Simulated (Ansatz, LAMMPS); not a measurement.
**Glassy 22BaO-78TiO2 (mol %) (89 atoms): a short ab initio trajectory**

Wanted: a short trajectory of glassy 22BaO-78TiO2 (mol %) (89 atoms) with its pair distributions.

Program: Ansatz 0.2.0. Level of theory: Kohn-Sham DFT, PBE, PAW (set soft_2), plane waves. Results are calculated unless marked as measured.

**1. Set-up**

The cell holds 89 atoms: 7 Ba, 25 Ti and 57 O. Its edges and angles: a = 10.885 Å, b = 10.885 Å, c = 10.885 Å, α = 90.0°, β = 90.0°, γ = 90.0°. 89 atoms (7 Ba, 25 Ti, 57 O) placed at random at 4.2 g/cm³, melted at 4000 K for 10 ps at fixed volume with the Morse and Coulomb pair potential with partial charges (Pedone, Malavasi, Menziani, Cormack and Segre, J. Phys. Chem. B 110, 11780 (2006)). Quenched from 4000 K to 300 K at 100 K/ps and fixed volume, held 10 ps at zero pressure.

What the set-up can't give: The quench rate of 100 K/ps is many orders above laboratory rates, so the cell is likely richer in defects and strain than a real sample. The network of bonds at the start is that of the classical potential that made the cell, and needn't be the one that DFT or experiment would give. The Brillouin zone is sampled at Γ only, in a cell whose shortest periodic width is 11 Å. Spin–orbit coupling is left out, which matters for the levels of the heavy elements.

**2. Dynamics started at 400 K**

Without a thermostat the total energy must stay constant, which tests forces and time step. The time step is 1.0 fs.

The input, input.yaml:

```yaml
crystal:
  lattice:
    - [10.88502, 0.0, 0.0]
    - [0.0, 10.88502, 0.0]
    - [0.0, 0.0, 10.88502]
  atoms:
    - { symbol: Ba, position: [0.14333, 0.10967, 0.88624] }
    - { symbol: Ba, position: [0.54721, 0.36149, 0.18802] }
    - { symbol: Ba, position: [0.26112, 0.79238, 0.42016] }
    - { symbol: Ba, position: [0.60695, 0.71486, 0.42739] }
    [... 79 atom lines left out ...]
    - { symbol: O, position: [0.93476, 0.72808, 0.0355] }
    - { symbol: O, position: [0.74308, 0.52305, 0.00271] }
    - { symbol: O, position: [0.7401, 0.79475, 0.89023] }
    - { symbol: O, position: [0.16883, 0.21963, 0.18984] }
    - { symbol: O, position: [0.82982, 0.50787, 0.7673] }
    - { symbol: O, position: [0.13838, 0.12174, 0.42783] }
kpoints:
  mp_grid: { grid: [1, 1, 1] }
hamiltonian:
  xc: pbe
scf:
  occupations: { method: fixed }
output:
  forces: true
md:
  timestep: 1.0
  n_steps: 169
  ensemble: nve
  temperature: 400
  initial_velocities: maxwell_boltzmann
  seed: 2586
```

Run with:

```console
$ ansatz run input.yaml --threads 4 --pin off --max-ram 8192MiB --backend cpu --events-out ev --progress --plain --runs-dir out
```

Wall time 36 min (4 threads of Arm Neoverse V1, shared host); peak memory 2 GiB.

The program notes that it switched symmetry off.

The trajectory, sampled:

```csv
time (fs),T (K),potential (meV/atom),conserved (meV/atom)
0.0,400,0.0,0.00
11.0,557,-20.1,-0.07
23.0,520,-15.3,-0.04
34.0,422,-2.8,-0.03
45.0,429,-3.7,-0.03
56.0,499,-12.7,-0.05
68.0,469,-8.9,-0.04
79.0,455,-7.1,-0.04
90.0,466,-8.5,-0.04
101.0,493,-11.9,-0.04
113.0,476,-9.8,-0.04
124.0,456,-7.2,-0.03
135.0,475,-9.6,-0.05
146.0,449,-6.2,-0.04
158.0,488,-11.3,-0.04
169.0,491,-11.6,-0.04
```

Mean square displacement from the first frame to the last: Ba 0.056 Å², Ti 0.032 Å², O 0.080 Å².

Mean square displacement against time lag:

```csv
time lag (fs),Ba (Å²),O (Å²),Ti (Å²)
1.0,6.9e-6,7.8e-5,2.3e-5
4.0,1.1e-4,0.00124,3.6e-4
8.0,4.3e-4,0.00481,0.00141
11.0,8.1e-4,0.00880,0.00259
15.0,0.00150,0.0154,0.00458
18.0,0.00213,0.0209,0.00629
22.0,0.00314,0.0285,0.00875
25.0,0.00401,0.0341,0.0106
29.0,0.00530,0.0412,0.0131
32.0,0.00637,0.0460,0.0149
36.0,0.00792,0.0518,0.0171
39.0,0.00916,0.0556,0.0186
43.0,0.0109,0.0602,0.0205
46.0,0.0123,0.0633,0.0219
50.0,0.0142,0.0670,0.0236
53.0,0.0157,0.0695,0.0248
57.0,0.0178,0.0725,0.0263
60.0,0.0194,0.0745,0.0275
64.0,0.0216,0.0768,0.0290
67.0,0.0232,0.0785,0.0300
71.0,0.0254,0.0804,0.0314
74.0,0.0271,0.0818,0.0324
78.0,0.0292,0.0836,0.0336
81.0,0.0309,0.0850,0.0344
85.0,0.0330,0.0868,0.0353
```

Over the second half of 169 fs the temperature averages 474 K with swings of 17 K r.m.s. The conserved energy stays within 0.07 meV/atom. From first frame to last O has the largest mean square displacement, 0.080 Å² at the end; the farthest move is 0.55 Å. The mean temperature of 474 K lies well off the 400 K of the input: without a thermostat, the energy that the start releases heats the cell. The run spans 0.17 ps, too short for its means to be equilibrium values.

**3. Structure statistics late in the run**

The g(r) is a mean over the second half; what follows it is taken at the last frame.

Density 3.95 g/cm³, 14.49 Å³ an atom.

Mean of 14 frames. g(r), total and by pair (bins of 0.2 Å):

```csv
r (Å),total,O-O,O-Ti,O-Ba,Ti-Ti,Ti-Ba,Ba-Ba
1.60,0.02,0.00,0.06,0.00,0.00,0.00,0.00
1.80,2.36,0.00,6.56,0.00,0.00,0.00,0.00
2.00,1.52,0.00,4.21,0.00,0.00,0.00,0.00
2.20,0.20,0.00,0.56,0.00,0.00,0.00,0.00
2.40,0.18,0.21,0.25,0.04,0.00,0.00,0.00
2.60,0.92,1.64,0.17,1.82,0.00,0.00,0.00
2.80,1.56,2.83,0.27,2.88,0.18,0.00,0.00
3.00,1.30,2.29,0.26,2.56,0.06,0.00,0.00
3.20,0.88,1.18,0.39,1.38,1.36,0.37,0.00
3.40,0.92,0.89,0.44,0.83,3.12,1.52,0.00
3.60,1.11,0.77,0.96,0.91,3.00,2.38,1.58
3.80,1.07,0.78,1.10,0.71,1.39,3.88,0.00
4.00,0.88,0.61,1.08,0.49,0.84,2.75,1.64
4.20,0.89,0.55,1.29,0.65,0.58,1.70,1.50
4.40,1.06,0.69,1.59,1.21,0.47,1.14,0.47
4.60,0.97,0.63,1.52,0.65,0.71,0.86,0.21
4.80,1.04,1.06,1.16,1.10,0.63,0.57,0.90
5.00,1.05,1.25,0.90,1.40,0.65,0.52,0.66
5.20,1.01,1.18,0.79,1.36,0.85,0.64,1.81
```

Bonds by pair of elements; cutoffs follow the first minimum of g(r), held within bounds set by covalent radii, and pairs that aren't listed don't count as bonded:

```csv
pair A-B,cutoff (Å),bonds,mean length (Å),spread (Å),shortest (Å),B about A,A about B
O-Ti,2.64,122,1.94,0.18,1.69,2.14,4.88
O-Ba,3.43,59,2.93,0.234,2.53,1.03,8.43
```

The cutoff for O-Ba falls short of the minimum of g(r), so counts run low and odd coordinations can be artefacts.

How many atoms have how many bonded neighbours:

```csv
element,mean,2,3,4,5,6,7,8,9
Ba,8.43,0,0,0,0,0,1,2,4
O,3.17,7,34,15,1,0,0,0,0
Ti,4.88,0,0,6,16,3,0,0,0
```

Bond angles (no mean is given where the spread exceeds 20°):

```csv
angle,count,mean (°),spread (°)
O-Ti-O,241,-,-
Ba-O-Ti,119,105,16
Ti-O-Ti,75,129,19.7
Ba-O-Ba,15,-,-
```

Bond length by coordination (bonds to H left out):

```csv
element,coordination,atoms,mean bond length (Å)
Ba,7,1,2.98
Ba,8,2,2.91
Ba,9,4,2.93
O,2,7,1.90
O,3,34,2.21
O,4,15,2.40
O,5,1,2.56
Ti,4,6,1.84
Ti,5,16,1.96
Ti,6,3,2.01
```

Rings of the network by King's shortest-path rule, up to 12 atoms, one path for each pair of neighbours; H, halogens, alkali and alkaline-earth atoms are left out, and the last column divides by all other atoms, bonded or not:

```csv
ring size (atoms),rings,per network atom
4,6,0.073
6,15,0.183
8,24,0.293
10,36,0.439
12,27,0.329
```

First main peaks of g(r), for some of the pairs, lie near 2.9 Å (O-O), 1.9 Å (O-Ti), 2.9 Å (O-Ba), 3.5 Å (Ti-Ti) and 3.9 Å (Ti-Ba). Rings of 10 atoms are the most common (33 % of those counted); sizes run from 4 to 12, where the search stops.

**4. Single point at the last frame**

The last frame is solved again with fuller output, to read the electronic structure of a thermally displaced geometry.

The input, input.yaml:

```yaml
crystal:
  lattice:
    - [10.88502, 0.0, 0.0]
    - [0.0, 10.88502, 0.0]
    - [0.0, 0.0, 10.88502]
  atoms:
    - { symbol: Ba, position: [0.15502, 0.12346, 0.88789] }
    - { symbol: Ba, position: [0.54497, 0.38033, 0.19028] }
    - { symbol: Ba, position: [0.25889, 0.77057, 0.41922] }
    - { symbol: Ba, position: [0.58559, 0.68508, 0.42737] }
    [... 79 atom lines left out ...]
    - { symbol: O, position: [0.93617, 0.70846, 0.03743] }
    - { symbol: O, position: [0.72693, 0.51454, 0.02306] }
    - { symbol: O, position: [0.75334, 0.81949, 0.87235] }
    - { symbol: O, position: [0.17345, 0.21686, 0.17411] }
    - { symbol: O, position: [0.83598, 0.49487, 0.77903] }
    - { symbol: O, position: [0.1475, 0.12405, 0.43075] }
kpoints:
  mp_grid: { grid: [1, 1, 1] }
hamiltonian:
  xc: pbe
scf:
  occupations: { method: fixed }
output:
  forces: true
  stress: true
  populations: intrinsic
  dos:
    method: { smearing: { sigma: 0.08 } }
    de: 0.1
    projected: { site_lists: { Ba: [Ba], O: [O], Ti: [Ti] } }
  eigenvalues: true
  write_density: true
  write_potential: true
  volumetric_format: npy
  elf: true
```

The job ended after 39 s (4 threads; peak memory 1.9 GiB; 2.5 min of CPU time).

Numbers from this run:

```yaml
free_energy: -136601.9456 eV
free_energy_per_atom: -1534.8533 eV/atom
scf_cycles: 12
pressure: 0.1719 GPa
r_m_s_force_component: 0.8259 eV/Å
longest_force: 3.873 eV/Å
fermi_energy: 6.401 eV
spacing_of_highest_filled_and_lowest_empty_level: 2.569 eV
```

Length of the force by element:

```csv
element,coordination,atoms,mean length of the force (eV/Å),spread,least,most
Ba,all,7,0.673,0.372,0.425,1.51
O,all,57,1.20,0.518,0.372,2.69
Ti,all,25,1.61,0.779,0.435,3.87
```

Intrinsic-atomic-orbital charges by element:

```csv
element,coordination,atoms,mean charge (e),spread,least,most
Ba,all,7,1.78,0.0037,1.78,1.79
O,all,57,-0.774,0.0762,-0.969,-0.621
Ti,all,25,1.27,0.0338,1.19,1.34
```

States in the cell by windows of 1 eV, zero at the Fermi level; the larger projections on atomic orbitals stand beside the total:

```csv
from (eV),to (eV),total,O p,Ti d,O s,Ba p
-18,-17,11.7,0.0,0.4,8.9,0.1
-17,-16,66.8,0.2,4.2,56.3,0.4
-16,-15,35.6,0.1,2.2,31.4,0.2
-15,-12,0.0,0.0,0.0,0.0,0.0
-12,-11,10.7,0.2,0.1,0.2,10.2
-11,-10,31.3,1.0,0.2,0.6,29.4
-10,-5,0.0,0.0,0.0,0.0,0.0
-5,-4,23.3,16.3,5.4,0.1,0.1
-4,-3,102.1,73.7,23.2,0.4,0.5
-3,-2,79.4,63.0,12.7,0.6,0.4
-2,-1,79.6,68.7,7.7,0.6,0.3
-1,0,57.1,52.6,3.1,0.3,0.1
0,1,0.5,0.5,0.0,0.0,0.0
1,2,0.0,0.0,0.0,0.0,0.0
2,3,28.5,2.6,24.7,0.3,0.0
3,4,66.2,9.6,52.2,1.1,0.0
```

The curve was stored every 0.10 eV, coarse against its broadening of 0.08 eV, so these counts are rough.

With fixed occupations the program's Fermi level is the highest filled level; weight inside the gap is the broadening of levels at its edges.

Between -26 and -18 eV lie 13 more states.

The stored curve holds about 511 of the 712 electrons; the rest, give or take the few that broadening carries across the Fermi level, lie in deeper levels below its range.

The levels nearest the highest filled one (over half full), pooled over k-points and spins:

```csv
level less the highest filled one (eV),occupation
-0.262,2
-0.224,2
-0.168,2
-0.158,2
-0.0858,2
0,2
2.57,0
2.62,0
2.70,0
2.72,0
2.74,0
2.80,0
```

Mean intrinsic-atomic-orbital charges: Ba +1.78, O -0.77, Ti +1.27 e. The largest share in the top eV of filled states is O p (93 % of the projected weight), and in the lowest eV of empty states Ti d (86 % of the projected weight).

**5. What came out**

* mean temperature, second half: 473.7 K
* temperature swing, second half: 16.84 K
* slope of the conserved energy against time, by least squares: -0.0109 meV/atom/ps
* free energy per atom: -1534.8533 eV/atom
* pressure: 0.1719 GPa
* r.m.s. force component: 0.8259 eV/Å
* gap (highest filled to lowest empty level): 2.569 eV
* wall time of the 2 DFT runs: 37 min

Over the second half of 169 fs the temperature averages 474 K with swings of 17 K r.m.s. The conserved energy stays within 0.07 meV/atom. The mean temperature of 474 K lies well off the 400 K of the input: without a thermostat, the energy that the start releases heats the cell. The run spans 0.17 ps, too short for its means to be equilibrium values. Between filled and empty levels lie 2.57 eV (at Γ alone); a semilocal functional tends to put such gaps too low. In a disordered cell it changes from sample to sample, and tail or defect levels can set it.

**Limits.** The pressure of a single frame lacks the kinetic term, about 0.45 GPa here.

[Logs are printed without paths, hosts, clocks, repeated set-up lines and the standing remarks that a program may print on its own settings, such as how far it seeks lower states.]

[Hosts, paths, dates, database ids (printed as entryN), source tags and the programs' standing remarks are cut or masked in the printed files.]
